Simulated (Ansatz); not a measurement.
# Hf (Im-3m, 1 atom in the cell): following an unstable mode, part 2 of 2

Which phase does Hf (Im-3m, 1 atom in the cell) fall into along its unstable mode, and how much energy does it gain?

Ansatz 0.2.0; DFT LDA, scalar-relativistic, plane waves, norm-conserving pseudopotentials.

So far, highest frequency on the path or at a solved wavevector (cm⁻¹): step 2 (the dispersion) 141. Also lowest frequency on the path (cm⁻¹): step 2 -85.3.

This is not the structure that Hf takes at ambient pressure and room temperature (hexagonal, No. 194); it is a model or a phase of other conditions.

## Step 6: Relaxation from the frozen mode

Starting from the lowest point found, all atoms and the cell are let go, so that strain and other modes of the same symmetry can join in.

File input.yaml:

```yaml
crystal:
  lattice:
    - [-1.7144954714, 1.7144954714, 1.7144954714]
    - [0.0, -3.4289909427, 3.4289909427]
    - [5.1434864141, 1.7144954714, 1.7144954714]
  atoms:
    - { symbol: Hf, position: [-0.0665245768, 0.0, 0.0120208092] }
    - { symbol: Hf, position: [0.8165245768, 0.5, 0.2379791908] }
    - { symbol: Hf, position: [0.5665245768, 0.0, 0.4879791908] }
    - { symbol: Hf, position: [0.1834754232, 0.5, 0.7620208092] }
kpoints:
  mp_grid: { grid: [14, 8, 8] }
hamiltonian:
  xc: lda
  pseudopotentials: { kind: nc }
scf:
  occupations: { method: methfessel_paxton, width: 0.15 }
output:
  forces: true
  stress: true
  eigenvalues: true
relax:
  adjacent_minimum: "off"
  f_tol: 0.002
  max_steps: 120
  cell: { stress_tol: 0.03 }
```

Run with:

```bash
ansatz run input.yaml --threads 4 --pin off --max-ram 7168MiB --backend cpu --events-out ev --progress --plain --runs-dir out
```

Numbers of over 12 decimals in the logs are rounded to 6 here.

The log of the run:

```text
[...]
Crystal: 4 atoms, lattice volume = 80.636 Å³
Basis set: ecut = 789.130201 eV, 4005 PW (Γ)
Bands: 29, of which v1, the nominal top of the filled ones, is band 24 counted from 1 (23 counted from 0)
Symmetry: 4 space group operations
[...]
k-points: 290 of 896
[...]
SCF iter   1: F=—  HF=-6143.940545 eV  |F-HF|=—  |Δ(HF+E_count)|=         —  Δρ=3.04e-2  dr2=1.73e0  ethr=3.10e-3  ⟨swp⟩=6.6  Hψ=38817  notcnv=0
[...]
SCF iter   7: F=-6143.522348 eV  HF=-6143.522348 eV  |F-HF|=3.06e-8  |Δ(HF+E_count)|=  8.87e-10  S|Δr|=    0.00e0  Δρ=5.28e-6  dr2=3.73e-8  ethr=2.08e-10  ⟨swp⟩=11.0  Hψ=48634  notcnv=0
SCF 1 converged in 7 iterations: F = -6143.522348 eV  dr2 = 3.73e-8
relax step   1: F+E_penalty+E_count = -6143.52234808 eV  Δ(F+E_penalty+E_count) = +0.000e0 eV  max|allowed force component| = 4.162e-1 eV/Å  Δτ_max = 0.0000 Å  P = +1.385 GPa  Ω = 80.636 Å³  (7 SCF iters, dr2 threshold 1.00e-7 eV, accepted)
Crystal: 4 atoms, lattice volume = 82.820 Å³
Basis set: ecut = 789.130201 eV, 4145 PW (Γ)
[...]
iter 1 solved again at ethr=4.94e-4 eV; its pass at ethr=3.10e-3 eV (dr2=2.37e-1 eV) is discarded
[...]
SCF iter   7: F=-6143.697422 eV  HF=-6143.697422 eV  |F-HF|=8.30e-9  |Δ(HF+E_count)|=   1.97e-7  S|Δr|=    0.00e0  Δρ=4.08e-6  dr2=1.58e-8  ethr=8.33e-10  ⟨swp⟩=10.6  Hψ=50772  notcnv=0
SCF 2 converged in 7 iterations: F = -6143.697422 eV  dr2 = 1.58e-8
relax step   2: F+E_penalty+E_count = -6143.69742218 eV  Δ(F+E_penalty+E_count) = -1.751e-1 eV  max|allowed force component| = 5.322e-1 eV/Å  Δτ_max = 0.1921 Å  P = -1.937 GPa  Ω = 82.820 Å³  energy of the carried Pulay correction = -2.039e-4 eV  (7 SCF iters, dr2 threshold 4.00e-7 eV, accepted)
Crystal: 4 atoms, lattice volume = 82.146 Å³
Basis set: ecut = 789.130201 eV, 4111 PW (Γ)
[...]
SCF iter   5: F=-6143.812264 eV  HF=-6143.812264 eV  |F-HF|=2.60e-7  |Δ(HF+E_count)|=   1.60e-6  S|Δr|=    0.00e0  Δρ=1.84e-5  dr2=3.93e-7  ethr=8.33e-10  ⟨swp⟩=8.4  Hψ=57470  notcnv=0
SCF 3 converged in 5 iterations: F = -6143.812264 eV  dr2 = 3.93e-7
relax step   3: F+E_penalty+E_count = -6143.81226423 eV  Δ(F+E_penalty+E_count) = -1.148e-1 eV  max|allowed force component| = 2.743e-1 eV/Å  Δτ_max = 0.0926 Å  P = -0.560 GPa  Ω = 82.146 Å³  energy of the carried Pulay correction = -1.416e-4 eV  (5 SCF iters, dr2 threshold 4.00e-7 eV, accepted)
[... from here on, the SCF cycles and remarks between the steps are left out ...]
relax step   4: F+E_penalty+E_count = -6143.87524079 eV  Δ(F+E_penalty+E_count) = -6.298e-2 eV  max|allowed force component| = 1.723e-1 eV/Å  Δτ_max = 0.1052 Å  P = +0.559 GPa  Ω = 81.585 Å³  energy of the carried Pulay correction = -8.928e-5 eV  (6 SCF iters, dr2 threshold 4.00e-7 eV, accepted)
relax step   5: F+E_penalty+E_count = -6143.88969208 eV  Δ(F+E_penalty+E_count) = -1.445e-2 eV  max|allowed force component| = 3.993e-2 eV/Å  Δτ_max = 0.0601 Å  P = +0.452 GPa  Ω = 81.537 Å³  energy of the carried Pulay correction = -8.477e-5 eV  (7 SCF iters, dr2 threshold 4.00e-7 eV, accepted)
relax step   6: F+E_penalty+E_count = -6143.88875800 eV  Δ(F+E_penalty+E_count) = +9.341e-4 eV  max|allowed force component| = 5.765e-2 eV/Å  Δτ_max = 0.0464 Å  P = -0.071 GPa  Ω = 81.895 Å³  energy of the carried Pulay correction = -1.182e-4 eV  (5 SCF iters, dr2 threshold 4.00e-7 eV, rejected (line search))
relax step   7: F+E_penalty+E_count = -6143.89192971 eV  Δ(F+E_penalty+E_count) = -2.238e-3 eV  max|allowed force component| = 1.188e-2 eV/Å  Δτ_max = 0.0140 Å  P = -0.010 GPa  Ω = 81.866 Å³  energy of the carried Pulay correction = -1.155e-4 eV  (8 SCF iters, accepted)
relax step   8: F+E_penalty+E_count = -6143.89218304 eV  Δ(F+E_penalty+E_count) = -2.533e-4 eV  max|allowed force component| = 3.413e-3 eV/Å  Δτ_max = 0.0028 Å  P = -0.018 GPa  Ω = 81.875 Å³  energy of the carried Pulay correction = -1.164e-4 eV  (5 SCF iters, dr2 threshold 6.98e-8 eV, accepted)
relax step   9: F+E_penalty+E_count = -6143.89225670 eV  Δ(F+E_penalty+E_count) = -7.366e-5 eV  max|allowed force component| = 2.256e-3 eV/Å  Δτ_max = 0.0026 Å  P = +0.011 GPa  Ω = 81.862 Å³  energy of the carried Pulay correction = -1.151e-4 eV  (5 SCF iters, dr2 threshold 2.73e-8 eV, accepted)
relax step  10: F+E_penalty+E_count = -6143.89225778 eV  Δ(F+E_penalty+E_count) = -1.078e-6 eV  max|allowed force component| = 1.158e-4 eV/Å  Δτ_max = 0.0005 Å  P = -0.001 GPa  Ω = 81.870 Å³  energy of the carried Pulay correction = -1.159e-4 eV  (5 SCF iters, dr2 threshold 3.18e-10 eV, accepted)
relax step  11: F+E_penalty+E_count = -6143.89348163 eV  Δ(F+E_penalty+E_count) = -1.224e-3 eV  max|allowed force component| = 4.278e-5 eV/Å  Δτ_max = 0.0000 Å  P = +0.041 GPa  Ω = 81.870 Å³  stress off target by 1.08e-1 GPa  SCF on the basis re-selected at this cell (its energy is not comparable with the rows above)  (5 SCF iters)
relax step  12: F+E_penalty+E_count = -6143.89350693 eV  Δ(F+E_penalty+E_count) = -2.530e-5 eV  max|allowed force component| = 6.258e-4 eV/Å  Δτ_max = 0.0008 Å  P = -0.000 GPa  Ω = 81.901 Å³  energy of the carried Pulay correction = -2.827e-6 eV  (4 SCF iters, dr2 threshold 2.94e-8 eV, accepted)
[...]
SCF iter   1: F=—  HF=-6143.893328 eV  |F-HF|=—  |Δ(HF+E_count)|=         —  Δρ=3.87e-6  dr2=5.88e-9  ethr=6.77e-8  ⟨swp⟩=5.3  Hψ=72196  notcnv=0
eigensolver tolerance schedule: the retry pair's looser diagonalisation over-reported the residual by 5527.54 of it (diagonalisation noise at 0.14 of the residual, at the tolerance the schedule requests for it); recorded, not acted on — ethr = c·dr2/N_el stays at c = 1.0e-1
SCF iter   2: F=—  HF=-6143.893510 eV  |F-HF|=—  |Δ(HF+E_count)|=   1.82e-4  S|Δr|=    0.00e0  Δρ=2.14e-6  dr2=2.04e-9  ethr=1.23e-11  ⟨swp⟩=4.2  Hψ=24436  notcnv=0
[...]
SCF iter   5: F=-6143.893510 eV  HF=-6143.893510 eV  |F-HF|=5.46e-12  |Δ(HF+E_count)|=  9.09e-12  S|Δr|=    0.00e0  Δρ=6.35e-8  dr2=7.08e-12  ethr=1.00e-12  ⟨swp⟩=9.2  Hψ=51030  notcnv=0
SCF 13 converged in 5 iterations: F = -6143.893510 eV  dr2 = 7.08e-12
relax step  13: F+E_penalty+E_count = -6143.89351033 eV  Δ(F+E_penalty+E_count) = -3.397e-6 eV  max|allowed force component| = 6.294e-4 eV/Å  Δτ_max = 0.0000 Å  P = -0.000 GPa  Ω = 81.901 Å³  stress off target by 2.54e-2 GPa  SCF on the basis re-selected at this cell (its energy is not comparable with the rows above)  (5 SCF iters)
[...]
SCF converged after 5 iterations
[...]
Free energy (F): -6143.893510 eV
[...]
Internal energy: -6143.891785 eV  (E = F + TS)
E sigma→0 (E₀):  -6143.893079 eV
Entropy (-TS):   -0.001726 eV (-0.431 meV/atom)
Fermi energy:    15.572092 eV
[...]
--- Forces (eV/Å), atoms counted from 1 ---
  atom   1  Hf     0.00047520    -0.00062520    -0.00062520
  atom   2  Hf    -0.00047520     0.00062520     0.00062520
  atom   3  Hf    -0.00047265     0.00062939     0.00062939
  atom   4  Hf     0.00047265    -0.00062939    -0.00062939
  max |Σ_I F_I| component: 1.08e-19 eV/Å
--- Stress (GPa, compression-positive) ---
       -0.016767       0.006628       0.006628
        0.006628       0.007859       0.015449
        0.006628       0.015449       0.007859
  P = ⅓ Tr σ = -0.0003 GPa (-0.003 kbar)
--- Band table (eV; the first three rows and the last of 290) ---
  k-point 0: bands = [... 20 lower, 14.1621, 14.4786, 14.7416, 15.3214, 16.7747, 16.8400, 17.3093, 17.7048, ... 1 higher]
  k-point 1: bands = [... 20 lower, 14.2503, 14.5502, 14.9382, 15.3792, 16.5988, 16.7934, 17.1589, 17.4492, ... 1 higher]
  k-point 2: bands = [... 20 lower, 14.5102, 14.8548, 15.0646, 15.5435, 16.3208, 16.7158, 16.7286, 17.2022, ... 1 higher]
  k-point 289: bands = [... 20 lower, 14.2551, 14.2551, 15.2018, 15.2018, 16.0016, 16.0016, 16.9294, 16.9294, ... 1 higher]
--- Relaxed structure (11 steps of the walk, 10 accepted, 2 SCFs on fresh bases) ---
  F+E_penalty+E_count = -6143.89351033 eV   max|allowed force component| = 6.294e-4 eV/Å   (the final SCF, on the basis selected at the relaxed cell)
  cell:  # Å, volume = 81.9007 Å³
    - [-1.862143, 1.697161, 1.697161]
    - [0.0, -3.361738, 3.361738]
    - [5.411362, 1.609628, 1.609628]
  atoms:
    - { symbol: Hf, position: [-0.192098, -6.938893903907228e-18, -0.00919788] }
    - { symbol: Hf, position: [0.942098, 0.500000, 0.259198] }
    - { symbol: Hf, position: [0.554291, 5.551115123125783e-17, 0.483586] }
    - { symbol: Hf, position: [0.195709, 0.500000, 0.766414] }
```

Elapsed: 14 min, on 4 threads of Arm Neoverse N1, shared host; peak memory 1.3 GiB; 52 min of CPU time.

The steps of the relaxation:

```tsv
step	energy less that of the first step (eV)	largest force component (eV/Å)	pressure (GPa)	volume (Å³)
1	0.0000	0.4162	1.39	80.64
2	-0.1751	0.5322	-1.94	82.82
3	-0.2899	0.2743	-0.56	82.15
4	-0.3529	0.1723	0.56	81.58
5	-0.3673	0.0399	0.45	81.54
6	-0.3664	0.0577	-0.07	81.89
7	-0.3696	0.0119	-0.01	81.87
8	-0.3698	0.0034	-0.02	81.88
9	-0.3699	0.0023	0.01	81.86
10	-0.3699	0.0001	0.00	81.87
11*	-0.3711	0.0000	0.04	81.87
12	-0.3712	0.0006	0.00	81.90
13*	-0.3712	0.0006	0.00	81.90
```

Relaxation steps marked * repeat the geometry before them on a plane-wave basis chosen anew for their cell, so energy and pressure can jump there. Relaxation step 6 was tried and not accepted.

The run keeps the 4 symmetry operations that it works with, so distortions that break them were not tested.

```tsv
cell as run	before	after	change
a (Å)	2.970	3.038	+2.3 %
b (Å)	4.849	4.754	-2.0 %
c (Å)	5.686	5.871	+3.2 %
β (°)	100.02	104.99	+5.0 %
volume (Å³/atom)	20.16	20.48	+1.6 %
```

The atoms that moved most (Å, as changes of fractional coordinates times the final cell):

```tsv
atom	dx	dy	dz	length
Hf2	-0.119	0.247	0.247	0.369
Hf1	0.119	-0.247	-0.247	0.369
Hf3	-0.001	-0.028	-0.028	0.039
Hf4	0.001	0.028	0.028	0.039
```

Final coordinates:

```cif
data_structure
_symmetry_space_group_name_H-M 'P 1'
_symmetry_Int_Tables_number 1
_cell_length_a 3.0378
_cell_length_b 4.7542
_cell_length_c 5.8707
_cell_angle_alpha 90.000
_cell_angle_beta 104.991
_cell_angle_gamma 90.000
_cell_volume 81.90
loop_
_atom_site_label
_atom_site_type_symbol
_atom_site_fract_x
_atom_site_fract_y
_atom_site_fract_z
_atom_site_occupancy
Hf1 Hf 0.80790 0.00000 0.99080 1
Hf2 Hf 0.94210 0.50000 0.25920 1
Hf3 Hf 0.55429 0.00000 0.48359 1
Hf4 Hf 0.19571 0.50000 0.76641 1
```

This step gave:

```
pressure        : -3.50e-4 GPa
volume per atom : 20.48 Å³
```

The distorted start has space group P2_1/m; the relaxation ends in Cmcm.

## Step 7: Modes of the new phase, k-mesh 14×8×8

A relaxed structure may still be a saddle point, so its zone-centre modes are computed. No field response is asked, since the mesh shows no gap.

input.yaml, the sections that differ from step 6:

```yaml
crystal:
  lattice:
    - [-1.8621428053, 1.6971611796, 1.6971611796]
    - [0.0, -3.3617377468, 3.3617377468]
    - [5.4113616183, 1.6096277808, 1.6096277808]
  atoms:
    - { symbol: Hf, position: [-0.1920979631, 0.0, -0.0091978762] }
    - { symbol: Hf, position: [0.9420979631, 0.5, 0.2591978762] }
    - { symbol: Hf, position: [0.5542914661, 0.0, 0.4835861046] }
    - { symbol: Hf, position: [0.1957085339, 0.5, 0.7664138954] }
output:
  eigenvalues: true
phonons:
  method: dfpt
# kpoints, hamiltonian, scf: as in step 6
# relax: removed
```

The log of the run:

```text
Engine: ansatz 0.2.0, aarch64-unknown-linux-gnu
Pseudopotentials: kind: nc
Pseudopotential: Hf, nc, valence charge 12, recommended cutoff 789.130201 eV (normal), Hf.nc.azcp (PseudoDojo's, or run here from an input of PseudoDojo's: the run reads no file of this project's for it)
Functional definition: SPW92
  exchange = slater_x
  correlation = pw_c
Crystal: 4 atoms, lattice volume = 81.901 Å³
Basis set: ecut = 789.130201 eV, 4103 PW (Γ), exchange–correlation on 64×96×120 points (8 copies of the dense FFT grid, shifted against one another)
Bands: 29, of which v1, the nominal top of the filled ones, is band 24 counted from 1 (23 counted from 0)
Symmetry: 4 space group operations
k-points: 452 of 896 (irreducible under 1 space group operation, time reversal used)
Non-local potential: Hf, projectors of the file, l = 0: 2, l = 1: 2, l = 2: 2, l = 3: 2
Initial density: superposition of atomic densities (chi_scale 0.1, normalization cell)
Initial wavefunctions: pseudopotential atomic-orbital guess
Functional: x = slater, c = lda
SCF iter   1: F=—  HF=-6144.268625 eV  |F-HF|=—  |Δ(HF+E_count)|=         —  Δρ=3.08e-2  dr2=9.75e-1  ethr=3.10e-3  ⟨swp⟩=6.7  Hψ=58831  notcnv=0
preconditioner: auto → Kerker (q_TF=auto, 2.496 Å⁻¹)  [metal: Δε(μ)=0.001 eV  Ē_g=3.376 eV  σ=0.150 eV  W_gap=0.00  n_scr=14 (ndim 8)  ℏωp=16.4 eV  f_vac=0.000  D(μ)=3.74/eV (n_scr^D=36)]
SCF iter   2: F=—  HF=-6144.030118 eV  |F-HF|=—  |Δ(HF+E_count)|=   2.39e-1  S|Δr|=    0.00e0  Δρ=1.97e-2  dr2=3.80e-1  ethr=2.03e-3  ⟨swp⟩=2.4  Hψ=21053  notcnv=0  defer=25
SCF iter   3: F=—  HF=-6143.893930 eV  |F-HF|=—  |Δ(HF+E_count)|=   1.36e-1  S|Δr|=    0.00e0  Δρ=2.46e-3  dr2=3.15e-3  ethr=7.92e-4  ⟨swp⟩=3.2  Hψ=26844  notcnv=0  defer=25
SCF iter   4: F=—  HF=-6143.893409 eV  |F-HF|=—  |Δ(HF+E_count)|=   5.21e-4  S|Δr|=    0.00e0  Δρ=8.81e-4  dr2=4.82e-4  ethr=6.57e-6  ⟨swp⟩=2.8  Hψ=25029  notcnv=0  defer=26
SCF iter   5: F=—  HF=-6143.893339 eV  |F-HF|=—  |Δ(HF+E_count)|=   7.01e-5  S|Δr|=    0.00e0  Δρ=2.49e-4  dr2=3.71e-5  ethr=1.00e-6  ⟨swp⟩=2.8  Hψ=23318  notcnv=0  defer=26
SCF iter   6: F=—  HF=-6143.893332 eV  |F-HF|=—  |Δ(HF+E_count)|=   7.34e-6  S|Δr|=    0.00e0  Δρ=5.19e-5  dr2=1.90e-6  ethr=7.74e-8  ⟨swp⟩=2.4  Hψ=16963  notcnv=0  defer=26
SCF iter   7: F=—  HF=-6143.893510 eV  |F-HF|=—  |Δ(HF+E_count)|=   1.79e-4  S|Δr|=    0.00e0  Δρ=6.69e-6  dr2=3.06e-8  ethr=3.95e-9  ⟨swp⟩=2.7  Hψ=22884  notcnv=0  defer=32
SCF iter   8: F=—  HF=-6143.893510 eV  |F-HF|=—  |Δ(HF+E_count)|=   4.07e-9  S|Δr|=    0.00e0  Δρ=7.33e-7  dr2=8.94e-10  ethr=6.38e-11  ⟨swp⟩=2.6  Hψ=26120  notcnv=0  defer=32
SCF iter   9: F=—  HF=-6143.893510 eV  |F-HF|=—  |Δ(HF+E_count)|=  1.02e-10  S|Δr|=    0.00e0  Δρ=1.62e-7  dr2=2.51e-11  ethr=1.86e-12  ⟨swp⟩=2.4  Hψ=21502  notcnv=0  defer=32
SCF iter  10: F=-6143.893510 eV  HF=-6143.893510 eV  |F-HF|=0.00e0  |Δ(HF+E_count)|=  2.27e-11  S|Δr|=    0.00e0  Δρ=3.38e-8  dr2=1.04e-12  ethr=1.00e-12  ⟨swp⟩=10.5  Hψ=82324  notcnv=0
SCF 1 converged in 10 iterations: F = -6143.893510 eV  dr2 = 1.04e-12
DFPT response loops at Γ: preconditioner auto → Kerker (q_TF=auto, 2.496 Å⁻¹) (partly filled bands, converged f_vac=0.000); β = 1.00, the filter's whole step (`scf.mixing.beta` (0.50) is not read by the response loops under this deck's `scf.mixing.preconditioner`; to damp them name `kerker` or `kerker_dos`, under which they read `scf.mixing.beta`, and type it under 1.00, their step now; both keys bind the ground state too); Broyden in place of MSR1
the run's response loops start from zero, take more passes and end by a threshold: the memory limit or budget leaves too little room for the subspace of the ground state's own states beside the solves, or none could be made (phonons.method)
```

Elapsed: 19 min, on 4 threads; peak memory 6.7 GiB.

The run was cut off at the time limit after its SCF cycle had converged; no result of it is taken.

The program's message: “Warning: RAYON_NUM_THREADS=4”

## Step 8: The phases reached

The phases reached along the modes that were followed are set side by side.

Energies are those of the first relaxation, on the mesh of the frozen mode; space group, volume and gap are those of the last relaxation. Phases, by row:

```tsv
mode frozen in	space group	energy from parent (meV/atom)	volume (Å³/atom)	gap on mesh (eV)	lowest zone-centre optical mode (cm⁻¹)	largest shift (Å)
parent	Im-3m	0	20.16	0	–	–
q = (0, 0, -0.5), 85i cm⁻¹	P6_3/mmc	-144.9	20.61	0	76.2	0.449
q = (0, 0.25, 0.25), 54i cm⁻¹	Cmcm	-114.4	20.48	0	–	0.572
```

## Step 9: Results

| Item | Value |
| --- | --- |
| unstable mode of the parent | q = (0, 0.25, 0.25), 54i cm⁻¹ |
| depth at the lowest point sampled | 21.8 meV/atom |
| largest atomic shift at that point | 0.22 Å |
| space group reached (within 0.01 Å) | Cmcm |
| energy gained over the parent (first relaxation, on the mesh of the frozen mode) | 114 meV/atom |
| volume per atom, phase reached | 20.5 Å³ |

**Reading.** Along this mode the structure falls into Cmcm, 114 meV/atom below the parent. At the parent's cell the well is 21.84 meV/atom deep on the steps tried, with its lowest point at a shift of 0.22 Å. Relaxing atoms and cell changes the gain by +92.60 meV/atom against the lowest step (energies at zero smearing). Most of the total comes from this relaxation. The modes of the phase reached were not computed on this path. Of the 2 patterns followed to their end from this parent, this one ends 30.5 meV/atom above the lowest, P6_3/mmc. Each path keeps the symmetry of its pattern, so a lower phase may lie along a pattern not tried. With no gap, or one that is small against the smearing, the frequencies hang on the k mesh and the smearing, most of all near Kohn anomalies. Spin-orbit coupling is left out, which can matter for the heavy elements here. A phonon run warned that its eigensolver left some bands unconverged in a pass.

[Logs are printed without paths, hosts, clocks, repeated set-up lines and the standing remarks that a program may print on its own settings, such as how far it seeks lower states.]

[Hosts, paths, dates, database ids (printed as entryN), source tags and the programs' standing remarks are cut or masked in the printed files.]
